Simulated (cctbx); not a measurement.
## Ho2Ga6Sn3Bi: solution and refinement

Cell a = 6.3200 Å, b = 6.3200 Å, c = 14.5700 Å, α = 90.00°, β = 90.00°, γ = 120.00°; space group P6_3/mmc (no. 194); content Bi2 Ho4 Sn6 Ga12.

Simulated single-crystal data (cctbx): Mo Kα, λ = 0.71073 Å, to d = 0.75 Å, 95 % of the full sphere, strongest reflection 20000 counts, noise from counting, a 3 % proportional error and a noise floor of 4 counts (s.d.); no absorption.

Charge flipping in P1 on normalised amplitudes to 0.8 Å, δ = 1.1 σ, 10 % of the reflections treated as weak, 150 cycles:

```text
cycle      R  skewness
    0  0.582     0.34
   12  0.366     4.03
   24  0.303     3.92
   36  0.293     3.81
   48  0.298     3.84
   60  0.293     3.85
   72  0.293     3.87
   84  0.275     3.80
   96  0.285     3.80
  108  0.285     3.85
  120  0.270     3.80
  132  0.269     3.76
  144  0.277     3.76
origin shift          correlation  skewness
 0.241  0.024  0.234      0.920      3.16
 0.741  0.525  0.234      0.920      3.42
 0.241  0.525  0.234      0.920      3.54
 0.213  0.008  0.481      0.888      3.09
taken: symmetry correlation 0.920, skewness 3.54
peak      x       y       z  mult  height/sigma
Q1    0.0000  0.0000  0.2500    2     15.1
Q2    0.3333  0.6667  0.5911    4     11.1
Q3    0.0014  0.5007  0.2500    6     10.2
Q4    0.1648  0.3296  0.0883   12      7.2
Q5    0.3333  0.6667  0.0562    4      3.9
Q6    0.1777  0.3555  0.5686   12      2.6
Q7    0.3333  0.6667  0.6692    4      2.5
Q8    0.1719  0.3437  0.1995   12      1.8
Q9    0.0483  0.0966  0.0308   12      1.7
```

The origin is taken among those within 0.04 of the best correlation, by the skewness of the map.

It took 1.1 s on 1 thread of Arm Neoverse N1, with other jobs on the host, peak memory 0.08 GiB.

Q: Assign the peaks.

Heights go roughly as Z and multiplicities must add up to the content. First model: Q1 = Bi1 (2 in the cell, height 15.1), Q2 = Ho1 (4 in the cell, height 11.1), Q3 = Sn1 (6 in the cell, height 10.2) and Q4 = Ga1 (12 in the cell, height 7.2). Against the true structure, Q1 is Bi, Q2 is Ho, Q3 is Sn and Q4 is Ga; the other peaks are not atoms.

Least squares on F², isotropic:

```text
Rint 0.039, 281 unique reflections to 0.75 A
cycle     R1     wR2    GooF  max shift (A)
   1  0.3171  0.6223  30.412   0.21023
   3  0.0106  0.0215   1.049   0.00000
final R1 0.0106 wR2 0.0215 GooF 1.049  parameters 8  data/parameter 35.1
atom        x        y        z      Ueq    occ   su(xyz)  su(Uiso or U11)
Bi1    0.00000  0.00000  0.25000   0.0097  1.000  0.00000  0.0001
Ho1    0.33333  0.66667  0.59279   0.0103  1.000  0.00002  0.0001
Sn1    0.03981  0.51991  0.25000   0.0103  1.000  0.00007  0.0001
Ga1    0.17139  0.34278  0.08087   0.0106  1.000  0.00008  0.0001
difference map: max 1.09 min -0.74 rms 0.17
Q1    0.0000  0.0000  0.2144    4    1.10  0.52 A from Bi1
Q2    0.3333  0.6667  0.6208    4    1.02  0.41 A from Ho1
Q3    0.3333  0.6667  0.5657    4    0.91  0.39 A from Ho1
Q4    0.3333  0.6667  0.2500    2    0.71  1.61 A from Sn1
Q5    0.3333  0.6667  0.1151    4    0.68  1.84 A from Ga1
```

Anisotropic refinement:

```text
Rint 0.039, 281 unique reflections to 0.75 A
cycle     R1     wR2    GooF  max shift (A)
   1  0.0107  0.0215   1.063   0.00029
   2  0.0094  0.0183   0.904   0.00000
final R1 0.0094 wR2 0.0183 GooF 0.904  parameters 15  data/parameter 18.7
atom        x        y        z      Ueq    occ   su(xyz)  su(Uiso or U11)
Bi1    0.00000  0.00000  0.25000   0.0097  1.000  0.00000  0.0001
Ho1    0.33333  0.66667  0.59279   0.0102  1.000  0.00002  0.0001
Sn1    0.03982  0.51991  0.25000   0.0103  1.000  0.00006  0.0001
Ga1    0.17139  0.34278  0.08085   0.0106  1.000  0.00007  0.0001
difference map: max 0.78 min -0.74 rms 0.16
Q1    0.3333  0.6667  0.2500    2    0.78  1.61 A from Sn1
Q2    0.0000  0.0000  0.1369    4    0.63  1.65 A from Bi1
Q3    0.3333  0.6667  0.1154    4    0.62  1.84 A from Ga1
Q4    0.1224  0.5612  0.2059   12    0.59  0.79 A from Sn1
Q5    0.1372  0.2743  0.5102   12    0.58  1.38 A from Ga1
Q6    0.0983  0.1966  0.6405   12    0.58  1.85 A from Ga1
```

**Reading.** The refinement ends at R1 = 0.0094, wR2 = 0.0183, GooF = 0.90, with difference density between -0.74 and 0.78 e/Å³. Every site matches the true model in element, within 0.001 Å r.m.s., up to an allowed shift of origin.

True model:

| atom | mult. | x | y | z | Ueq (Å²) |
| --- | --- | --- | --- | --- | --- |
| Bi1 | 2 | 0 | 0 | 3/4 | 0.0097 |
| Ho1 | 4 | 2/3 | 1/3 | 0.9072 | 0.0102 |
| Sn1 | 6 | 0.0398 | 0.5199 | 3/4 | 0.0102 |
| Ga1 | 12 | 0.1714 | 0.3428 | 0.9192 | 0.0105 |

The model was made for the exercise: a known structure type with other elements put in, its volume estimated, not relaxed; displacement parameters are assumed.

[Middle refinement cycles are left out of these outputs.]

[Logs are printed without paths, hosts, clocks, repeated set-up lines and the standing remarks that a program may print on its own settings, such as how far it seeks lower states.]
